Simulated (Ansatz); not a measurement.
# Be (Im-3m, 1 atom in the cell): Grüneisen parameters

Wanted: mode Grüneisen parameters of Be (Im-3m, 1 atom in the cell).

Program: Ansatz 0.2.0. Level of theory: DFT PBEsol, scalar-relativistic, plane waves, PAW; PAW set soft_1. Results are calculated unless marked as measured.

This is not the structure that Be takes at ambient pressure and room temperature (hexagonal, No. 194); it is a model or a phase of other conditions.

**1. Starting point**

It takes space group Im-3m (No. 229, cubic). The conventional cell has a = 2.492 Å, b = 2.492 Å, c = 2.492 Å, α = 90.00°, β = 90.00°, γ = 90.00°. Be has 8 Be at 2.16 Å nearest.

**2. The dispersion**

The cell comes from relaxations at this level that are not shown. Stability and thermal properties need the whole zone. Linear response on a 6×6×6 q mesh gives force constants as far as a supercell of that size would.

The input, input.yaml:

```yaml
crystal:
  lattice:
    - [-1.2461673065, 1.2461673065, 1.2461673065]
    - [1.2461673065, -1.2461673065, 1.2461673065]
    - [1.2461673065, 1.2461673065, -1.2461673065]
  atoms:
    - { symbol: Be, position: [0.0, 0.0, 0.0] }
kpoints:
  mp_grid: { grid: [24, 24, 24] }
hamiltonian:
  xc: pbesol
  pseudopotentials: { kind: paw, azcp: { folder: soft_1 }, xc_functional: pbe }
scf:
  occupations: { method: methfessel_paxton, width: 0.2 }
output:
  eigenvalues: true
phonons:
  method: dfpt
  qmesh: [6, 6, 6]
  temperatures: { t_max: 1000, t_step: 50 }
  qpath:
    path:
      - [[0.0, 0.0, 0.0], [0.5, -0.5, 0.5], [0.0, 0.0, 0.5], [0.0, 0.0, 0.0], [0.25, 0.25, 0.25], [0.5, -0.5, 0.5]]
      - [[0.25, 0.25, 0.25], [0.0, 0.0, 0.5]]
    npoints: 10
```

Command:

```sh
$ ansatz run input.yaml --threads 4 --pin off --max-ram 10240MiB --backend cpu --events-out ev --progress --plain --runs-dir out
```

Numbers of over 12 decimals in the logs are rounded to 6 here.

The program printed:

```text
Engine: ansatz 0.2.0, aarch64-unknown-linux-gnu
Pseudopotentials: kind: paw
Pseudopotential: Be, paw, valence charge 2, recommended cutoff 420 eV (normal), soft_1/Be.paw.azcp
Functional definition: PBEsol
  exchange = pbesol_x
  correlation = pbesol_c
Crystal: 1 atoms, lattice volume = 7.741 Å³
Basis set: ecut = 420 eV, 141 PW (Γ), exchange–correlation on 30×30×30 points (8 copies of the dense FFT grid, shifted against one another)
Bands: 5, of which v1, the nominal top of the filled ones, is band 1 counted from 1 (0 counted from 0)
Symmetry: 48 space group operations
k-points: 413 of 13824
Non-local potential: Be, projectors of the file, l = 0: 2, l = 1: 2, l = 2: 1
PAW form: soft (Blöchl's): semilocal exchange-correlation on the pseudo side does not see the compensation charge
PAW frozen core: Be, regenerated for the run's functional, and the local potential with it (the file was generated under x = pbe(κ = 0.804, μ = 0.219515), c = pbe(β = 0.066725))
PAW one-centre angular grid: Be, 110 points (default); XC on 64 Gauss nodes
Initial density: superposition of atomic densities (chi_scale 0.1, normalization cell)
Initial wavefunctions: pseudopotential atomic-orbital guess
Functional: x = pbesol(κ = 0.804, μ = 0.123457), c = pbesol(β = 0.046)
iter 1 solved again at ethr=2.86e-5 eV; its pass at ethr=3.10e-3 eV (dr2=5.72e-4 eV) is discarded
SCF iter   1: F=—  HF=-90.257817 eV  |F-HF|=—  |Δ(HF+E_count)|=         —  Δρ=5.68e-3  dr2=5.73e-4  ethr=2.86e-5  ⟨swp⟩=1.0  Hψ=23808  notcnv=0
preconditioner: auto → none  [metal: Δε(μ)=0.047 eV  Ē_g=19.160 eV  σ=0.200 eV  W_gap=0.20  n_scr=0 (ndim 8)  ℏωp=18.9 eV  f_vac=0.000  D(μ)=0.17/eV (n_scr^D=0)]
SCF iter   2: F=—  HF=-90.252475 eV  |F-HF|=—  |Δ(HF+E_count)|=   5.34e-3  S|Δr|=    0.00e0  Δρ=2.88e-3  dr2=1.60e-4  ethr=2.86e-5  ⟨swp⟩=1.0  Hψ=2065  notcnv=0
SCF iter   3: F=—  HF=-90.251653 eV  |F-HF|=—  |Δ(HF+E_count)|=   8.22e-4  S|Δr|=    0.00e0  Δρ=1.26e-4  dr2=8.21e-7  ethr=7.98e-6  ⟨swp⟩=1.2  Hψ=2146  notcnv=0
SCF iter   4: F=—  HF=-90.251653 eV  |F-HF|=—  |Δ(HF+E_count)|=   4.09e-7  S|Δr|=    0.00e0  Δρ=4.41e-5  dr2=9.49e-8  ethr=4.11e-8  ⟨swp⟩=1.0  Hψ=2082  notcnv=0
SCF iter   5: F=—  HF=-90.251653 eV  |F-HF|=—  |Δ(HF+E_count)|=   4.97e-8  S|Δr|=    0.00e0  Δρ=7.94e-7  dr2=1.50e-11  ethr=4.75e-9  ⟨swp⟩=1.1  Hψ=2095  notcnv=0
SCF iter   6: F=-90.251653 eV  HF=-90.251653 eV  |F-HF|=1.42e-14  |Δ(HF+E_count)|=  9.04e-12  S|Δr|=    0.00e0  Δρ=4.57e-8  dr2=8.56e-14  ethr=1.00e-12  ⟨swp⟩=3.9  Hψ=4265  notcnv=0
SCF 1 converged in 6 iterations: F = -90.251653 eV  dr2 = 8.56e-14
  greatest PAW one-centre occupation: 0.349 electrons in one spin orbital (limit 2), on the Be atom at site 0 (counted from 0), in its partial waves of l = 0
NSCF: frozen V_eff on 413 k-points
NSCF: frozen V_eff on 1063 k-points
DFPT response loops at q = (0, 0, 0) (fractional): preconditioner auto → Kerker (q_TF=auto, 2.177 Å⁻¹) (partly filled bands, converged f_vac=0.000); β = 1.00, the filter's whole step (`scf.mixing.beta` (0.50) is not read by the response loops under this deck's `scf.mixing.preconditioner`; to damp them name `kerker` or `kerker_dos`, under which they read `scf.mixing.beta`, and type it under 1.00, their step now; both keys bind the ground state too); Broyden in place of MSR1
NSCF: frozen V_eff on 14400 k-points
DFPT response loops at q = (0, 0, 0.166667) (fractional): mixed as the last ones told, above
NSCF: frozen V_eff on 14400 k-points
DFPT response loops at q = (0, 0, 0.333333) (fractional): mixed as the last ones told, above
NSCF: frozen V_eff on 7228 k-points
DFPT response loops at q = (0, 0, -0.5) (fractional): mixed as the last ones told, above
NSCF: frozen V_eff on 27648 k-points
DFPT response loops at q = (0, 0.166667, 0.166667) (fractional): mixed as the last ones told, above
NSCF: frozen V_eff on 27648 k-points
DFPT response loops at q = (0, 0.166667, 0.333333) (fractional): mixed as the last ones told, above
NSCF: frozen V_eff on 14400 k-points
DFPT response loops at q = (0, 0.333333, 0.333333) (fractional): mixed as the last ones told, above
NSCF: frozen V_eff on 14400 k-points
DFPT response loops at q = (0.166667, 0.166667, 0.166667) (fractional): mixed as the last ones told, above
NSCF: frozen V_eff on 13872 k-points
DFPT response loops at q = (0.166667, 0.166667, 0.333333) (fractional): mixed as the last ones told, above
NSCF: frozen V_eff on 7512 k-points
DFPT response loops at q = (0.166667, 0.166667, -0.166667) (fractional): mixed as the last ones told, above
NSCF: frozen V_eff on 14400 k-points
DFPT response loops at q = (0.166667, 0.333333, -0.333333) (fractional): mixed as the last ones told, above
NSCF: frozen V_eff on 14400 k-points
DFPT response loops at q = (0.166667, -0.5, -0.5) (fractional): mixed as the last ones told, above
NSCF: frozen V_eff on 27648 k-points
DFPT response loops at q = (0.166667, -0.5, -0.333333) (fractional): mixed as the last ones told, above
NSCF: frozen V_eff on 7512 k-points
DFPT response loops at q = (0.333333, 0.333333, -0.333333) (fractional): mixed as the last ones told, above
NSCF: frozen V_eff on 14400 k-points
DFPT response loops at q = (0.333333, -0.5, -0.5) (fractional): mixed as the last ones told, above
NSCF: frozen V_eff on 2126 k-points
DFPT response loops at q = (-0.5, -0.5, -0.5) (fractional): mixed as the last ones told, above
SCF converged after 6 iterations
Stability not checked: this state was not tested for a lower state beside it, because cold or Methfessel-Paxton smearing, or corrected tetrahedra, fill the levels in a way that the test cannot read (fill_not_monotonic; see scf.lower_state_search)
Free energy (F): -90.251653 eV
Harris-Foulkes:  -90.251653 eV  (|F-HF|=1.42e-14)
Internal energy: -90.251589 eV  (E = F + TS)
E sigma→0 (E₀):  -90.251637 eV
Entropy (-TS):   -0.000064 eV (-0.064 meV/atom)
Fermi energy:    9.268141 eV
--- Per-component energies (eV) ---
  E_band       = 6.443188
  E_kinetic    = 21.747987
  E_local      = 3.408374  (includes V_loc(G=0)·N_el)
  E_nonlocal   = 3.650919
  E_hartree    = 0.018749
  E_xc         = -20.407490
  E_vxc        = -20.928260  (∫ρ·V_xc dr)
  E_paw        = -56.627785  (= ΣΔE_a)
  E_vpaw       = -1.473330  (= ΣTr[D̂ρ^β])
  E_aug_tail   = -0.000001  (compensation charges beyond the density's cutoff)
  E_ewald      = -42.051875
  E_core_change = 0.009531  (= ΣΔE_core)
  E_smearing   = -0.000064  (= −TS)
  E_closure    = -0.000000  (closes the sum)
  Σ components = -90.251653   (vs F -90.251653, Δ=0.00e0)
--- Band table (eV; the first three rows and the last of 413) ---
  k-point 0: bands = ["-3.1536", "28.7764", "28.7764", "28.7764", "40.1352"]
  k-point 1: bands = ["-3.0926", "28.4713", "28.5179", "28.7029", "39.2794"]
  k-point 2: bands = ["-2.9094", "27.5327", "27.8417", "28.4858", "37.4889"]
  k-point 412: bands = ["13.1639", "13.1639", "13.1639", "19.0374", "19.0374"]
--- Phonons (Γ-DFPT): 1 representative perturbation + reference (Σ response iterations 3) ---
  ASR residual: 9.285e-6 → 0.000e0 eV/Å²; symmetrization residual: 9.252e-17 eV/Å²
  ASR residual per site (eV/Å²): 9.28e-6
  Γ frequencies (cm⁻¹): 0.00 0.00 0.00
--- Phonons (arbitrary-q DFPT): 16 irreducible q on the 6×6×6 mesh ---
  q = [0.0000, 0.0000, 0.0000] (star 1, of the zone-centre solve; hermiticity 1.45e-12, symmetrization 9.96e-12): -0.00 -0.00 -0.00
  q = [0.0000, 0.0000, 0.1667] (star 12, 2 solved perturbations in 10956 linear systems a pass and spin channel, the states on 7200 of 13824 k-point pairs; hermiticity 1.19e-15, symmetrization 5.57e-15): 84.80 317.94 362.99
  q = [0.0000, 0.0000, 0.3333] (star 12, 2 solved perturbations in 10956 linear systems a pass and spin channel, the states on 7200 of 13824 k-point pairs; hermiticity 1.98e-16, symmetrization 9.48e-16): 57.19 531.79 583.92
  q = [0.0000, 0.0000, -0.5000] (star 6, 2 solved perturbations in 5577 linear systems a pass and spin channel, the states on 3614 of 13824 k-point pairs; hermiticity 2.39e-12, symmetrization 2.29e-12): -53.81 605.34 669.57
  q = [0.0000, 0.1667, 0.1667] (star 24, 2 solved perturbations in 21024 linear systems a pass and spin channel, the states on 13824 of 13824 k-point pairs; hermiticity 1.66e-9, symmetrization 2.37e-15): 210.47 339.81 592.35
  q = [0.0000, 0.1667, 0.3333] (star 48, 3 solved perturbations on 13824 of 13824 k-point pairs: no pair is spared here; hermiticity 2.83e-9, symmetrization 7.54e-18): 267.20 536.68 658.17
  q = [0.0000, 0.3333, 0.3333] (star 8, 1 solved perturbation on 7200 of 13824 k-point pairs; hermiticity 1.96e-15, symmetrization 1.96e-15): 422.91 566.78 566.78
  q = [0.1667, 0.1667, 0.1667] (star 8, 1 solved perturbation on 7200 of 13824 k-point pairs; hermiticity 1.54e-15, symmetrization 2.57e-15): 276.59 276.59 687.02
  q = [0.1667, 0.1667, 0.3333] (star 12, 2 solved perturbations in 10692 linear systems a pass and spin channel, the states on 6936 of 13824 k-point pairs; hermiticity 8.33e-16, symmetrization 1.23e-15): 271.51 511.11 551.60
  q = [0.1667, 0.1667, -0.1667] (star 6, 2 solved perturbations in 5784 linear systems a pass and spin channel, the states on 3756 of 13824 k-point pairs; hermiticity 1.42e-15, symmetrization 4.09e-15): 352.72 379.88 379.88
  q = [0.1667, 0.3333, -0.3333] (star 24, 3 solved perturbations on 7200 of 13824 k-point pairs; hermiticity 2.62e-9, symmetrization 5.15e-16): 398.68 544.00 588.76
  q = [0.1667, -0.5000, -0.5000] (star 12, 2 solved perturbations in 10956 linear systems a pass and spin channel, the states on 7200 of 13824 k-point pairs; hermiticity 2.93e-11, symmetrization 1.67e-11): 398.08 620.23 680.39
  q = [0.1667, -0.5000, -0.3333] (star 24, 2 solved perturbations in 21024 linear systems a pass and spin channel, the states on 13824 of 13824 k-point pairs; hermiticity 8.89e-10, symmetrization 3.89e-16): 495.62 584.88 654.45
  q = [0.3333, 0.3333, -0.3333] (star 6, 2 solved perturbations in 5784 linear systems a pass and spin channel, the states on 3756 of 13824 k-point pairs; hermiticity 3.60e-16, symmetrization 2.22e-15): 593.83 593.83 601.60
  q = [0.3333, -0.5000, -0.5000] (star 12, 2 solved perturbations in 10956 linear systems a pass and spin channel, the states on 7200 of 13824 k-point pairs; hermiticity 9.98e-11, symmetrization 5.26e-11): 596.96 642.65 644.28
  q = [-0.5000, -0.5000, -0.5000] (star 1, 1 solved perturbation on 1063 of 13824 k-point pairs; hermiticity 5.69e-12, symmetrization 2.85e-12): 665.29 665.29 665.29
  sum rule: each row above includes the acoustic sum rule's correction from the zone centre's row sums; it moved no ω² by more than (0.53 cm⁻¹)²
  mesh force constants: q→R imaginary residual 0.00e0; ASR residual 9.285e-6 → 0.000e0 eV/Å²; symmetrization residual 5.329e-15 eV/Å²
  interpolated dispersion: 62 rows × 3 modes
  density of states and harmonic sums: on the 36×36×36 q-mesh, interpolated from the force constants of a 6×6×6 supercell (no non-analytic term)
  largest difference from the sums on the solved wave vectors: F 5.17e-3 eV, S 8.58e-6 and C_V 3.46e-6 eV/K
  zero-point energy: 0.088536 eV/cell   skipped modes (ω ≤ 0): 8, of them read as no rigid motion or as one in doubt: 5 (1.929e-3 modes/cell left out, lowest -53.81 cm⁻¹)   left out of the sums: 6.64e-4 of the cell's modes: C_V's classical limit lies that fraction below 3 k_B per atom; for a crystal, a wire or a layer, F and S can be off by more, and a phonons.interpolated_qmesh denser along its periods is the remedy for the sampling
```

It took 2.5 min on 4 threads of Arm Neoverse V1, shared host; peak memory 1.6 GiB.

Reading the cycles: dr2 is the Hartree energy of the density residual (eV), the measure of convergence; HF is the Harris–Foulkes estimate of the energy, which meets the free energy F at convergence.

This step gave:

| Quantity | Value |
| --- | --- |
| volume per atom | 7.741 Å³ |
| gap on the k-mesh | 0 eV |
| sum-rule residual before enforcement | 9.28e-6 eV/Å² |
| lowest frequency on the path | -53.81 cm⁻¹ |
| highest frequency on the path or at a solved wavevector | 687.0 cm⁻¹ |
| lowest mode on the q mesh (acoustic modes at Γ apart) | -53.81 cm⁻¹ |

Frequencies (cm⁻¹) solved at each irreducible wavevector; negative means imaginary. Frequencies by wavevector, by row:

```
q in reciprocal lattice units  star  mode 1  mode 2  mode 3
                        0 0 0     1       0       0       0
                   0 0 0.1667    12    84.8   317.9     363
                   0 0 0.3333    12    57.2   531.8   583.9
                     0 0 -0.5     6   -53.8   605.3   669.6
              0 0.1667 0.1667    24   210.5   339.8   592.4
              0 0.1667 0.3333    48   267.2   536.7   658.2
              0 0.3333 0.3333     8   422.9   566.8   566.8
         0.1667 0.1667 0.1667     8   276.6   276.6     687
         0.1667 0.1667 0.3333    12   271.5   511.1   551.6
        0.1667 0.1667 -0.1667     6   352.7   379.9   379.9
        0.1667 0.3333 -0.3333    24   398.7     544   588.8
             0.1667 -0.5 -0.5    12   398.1   620.2   680.4
          0.1667 -0.5 -0.3333    24   495.6   584.9   654.5
        0.3333 0.3333 -0.3333     6   593.8   593.8   601.6
             0.3333 -0.5 -0.5    12     597   642.6   644.3
               -0.5 -0.5 -0.5     1   665.3   665.3   665.3
```

Symmetry leaves 16 wavevectors to solve. The lowest mode among them, the acoustic zeros apart, lies at q = (0, 0, -0.5) and is imaginary, 53.8i cm⁻¹, so the energy falls along it.

**3. Relaxing at another volume, volume ratio 0.97**

The volume is scaled by 0.97 and held; symmetry leaves nothing to relax, so this is a single point. The modes can then be followed against volume.

input.yaml, the sections that differ from step 2:

```yaml
crystal:
  lattice:
    - [-1.2335788973, 1.2335788973, 1.2335788973]
    - [1.2335788973, -1.2335788973, 1.2335788973]
    - [1.2335788973, 1.2335788973, -1.2335788973]
  atoms:
    - { symbol: Be, position: [0.0, 0.0, 0.0] }
output:
  forces: true
  stress: true
  eigenvalues: true
# kpoints, hamiltonian, scf: as in step 2
# phonons: removed
```

The program printed:

```text
[...]
Crystal: 1 atoms, lattice volume = 7.509 Å³
Basis set: ecut = 420 eV, 141 PW (Γ), exchange–correlation on 30×30×30 points (8 copies of the dense FFT grid, shifted against one another)
Bands: 5, of which v1, the nominal top of the filled ones, is band 1 counted from 1 (0 counted from 0)
Symmetry: 48 space group operations
[...]
k-points: 413 of 13824
[...]
Internal energy: -90.248571 eV  (E = F + TS)
E sigma→0 (E₀):  -90.248737 eV
Entropy (-TS):   -0.000221 eV (-0.221 meV/atom)
Fermi energy:    9.567041 eV
[...]
--- Stress (GPa, compression-positive) ---
        4.031164       0.000000       0.000000
       -0.000000       4.031164       0.000000
       -0.000000      -0.000000       4.031164
  P = ⅓ Tr σ = 4.0312 GPa (40.312 kbar)
--- Band table (eV; the first three rows and the last of 413) ---
[...]
[key lines of the parts left out:]
SCF converged after 5 iterations
Free energy (F): -90.248792 eV
```

Elapsed: 0.57 s, on 4 threads; peak memory 0.26 GiB; 1.7 s of CPU time.

Numbers from this step:

- pressure: 4.031 GPa
- volume per atom: 7.509 Å³

The run ends at a pressure of 4.03 GPa.

**4. Phonons at the other volume, volume ratio 0.97**

The phonons are repeated at this volume on the same k and q meshes.

Changes to input.yaml since step 3:

```diff
@@ -15,4 +15,11 @@
 output:
-  forces: true
-  stress: true
   eigenvalues: true
+phonons:
+  method: dfpt
+  qmesh: [6, 6, 6]
+  temperatures: { t_max: 1000, t_step: 50 }
+  qpath:
+    path:
+      - [[0.0, 0.0, 0.0], [0.5, -0.5, 0.5], [0.0, 0.0, 0.5], [0.0, 0.0, 0.0], [0.25, 0.25, 0.25], [0.5, -0.5, 0.5]]
+      - [[0.25, 0.25, 0.25], [0.0, 0.0, 0.5]]
+    npoints: 10
```

The program printed:

```text
[...]
Crystal: 1 atoms, lattice volume = 7.509 Å³
Basis set: ecut = 420 eV, 141 PW (Γ), exchange–correlation on 30×30×30 points (8 copies of the dense FFT grid, shifted against one another)
Bands: 5, of which v1, the nominal top of the filled ones, is band 1 counted from 1 (0 counted from 0)
Symmetry: 48 space group operations
k-points: 413 of 13824
[...]
SCF iter   6: F=-90.248792 eV  HF=-90.248792 eV  |F-HF|=2.84e-14  |Δ(HF+E_count)|=  1.18e-11  S|Δr|=    0.00e0  Δρ=4.87e-8  dr2=9.29e-14  ethr=1.00e-12  ⟨swp⟩=4.0  Hψ=4272  notcnv=0
the search or the solves at the SCF's close seem to have found levels that the self-consistency loop had missed (the run counts 1). By its estimate they hold under 1e-12 electrons; where the run keeps them, the occupations were computed again with them
SCF 1 converged in 6 iterations: F = -90.248792 eV  dr2 = 9.29e-14
[...]
NSCF: frozen V_eff on 413 k-points
[...]
SCF converged after 6 iterations
[...]
Free energy (F): -90.248792 eV
[...]
Internal energy: -90.248571 eV  (E = F + TS)
E sigma→0 (E₀):  -90.248737 eV
Entropy (-TS):   -0.000221 eV (-0.221 meV/atom)
Fermi energy:    9.567042 eV
[...]
--- Band table (eV; the first three rows and the last of 413) ---
[...]
ASR residual: 1.103e-5 → 0.000e0 eV/Å²; symmetrization residual: 1.665e-16 eV/Å²
  ASR residual per site (eV/Å²): 1.10e-5
  Γ frequencies (cm⁻¹): 0.00 0.00 0.00
--- Phonons (arbitrary-q DFPT): 16 irreducible q on the 6×6×6 mesh ---
[...]
interpolated dispersion: 62 rows × 3 modes
[...]
zero-point energy: 0.092337 eV/cell   skipped modes (ω ≤ 0): 3   left out of the sums: 2.14e-5 of the cell's modes: C_V's classical limit lies that fraction below 3 k_B per atom; for a crystal, a wire or a layer, F and S can be off by more, and a phonons.interpolated_qmesh denser along its periods is the remedy for the sampling
```

The job ended after 2.4 min (4 threads; peak memory 1.5 GiB; 8.5 min of CPU time).

This step gave:

```
sum-rule residual before enforcement                    : 1.10e-5 eV/Å²
lowest frequency on the path                            : 0 cm⁻¹
highest frequency on the path or at a solved wavevector : 713.3 cm⁻¹
mean frequency                                          : 496.5 cm⁻¹
Debye temperature (second moment)                       : 975 K
logarithmic mean frequency                              : 455.5 cm⁻¹
lowest mode on the q mesh (acoustic modes at Γ apart)   : 44.56 cm⁻¹
zero-point energy per atom                              : 92.34 meV
heat capacity at 300 K                                  : 15.74 J/(mol atoms K)
vibrational entropy at 300 K                            : 10.95 J/(mol atoms K)
```

Frequencies (cm⁻¹) solved at each irreducible wavevector; negative means imaginary. Frequencies by wavevector, by row:

```
q in reciprocal lattice units  star  mode 1  mode 2  mode 3
                        0 0 0     1       0       0       0
                   0 0 0.1667    12    92.3   326.5     378
                   0 0 0.3333    12    88.9     547   608.9
                     0 0 -0.5     6    44.6   622.9   698.2
              0 0.1667 0.1667    24   225.1   355.9   614.3
              0 0.1667 0.3333    48   282.8   556.6   684.5
              0 0.3333 0.3333     8   436.6   592.2   592.2
         0.1667 0.1667 0.1667     8   298.9   298.9   713.3
         0.1667 0.1667 0.3333    12   293.9   532.6   578.3
        0.1667 0.1667 -0.1667     6     371   393.1   393.1
        0.1667 0.3333 -0.3333    24   413.1   561.9   614.6
             0.1667 -0.5 -0.5    12   412.5   639.9   709.8
          0.1667 -0.5 -0.3333    24     512   608.4     682
        0.3333 0.3333 -0.3333     6   616.5   616.5   626.6
             0.3333 -0.5 -0.5    12   618.9   667.3   671.9
               -0.5 -0.5 -0.5     1   691.3   691.3   691.3
```

The highest frequency on the path or at a solved wavevector is 713.3 cm⁻¹, +26.3 cm⁻¹ against the base run.

[end of part 1 of 2]

[Logs are printed without paths, hosts, clocks, repeated set-up lines and the standing remarks that a program may print on its own settings, such as how far it seeks lower states.]

[Hosts, paths, dates, database ids (printed as entryN), source tags and the programs' standing remarks are cut or masked in the printed files.]
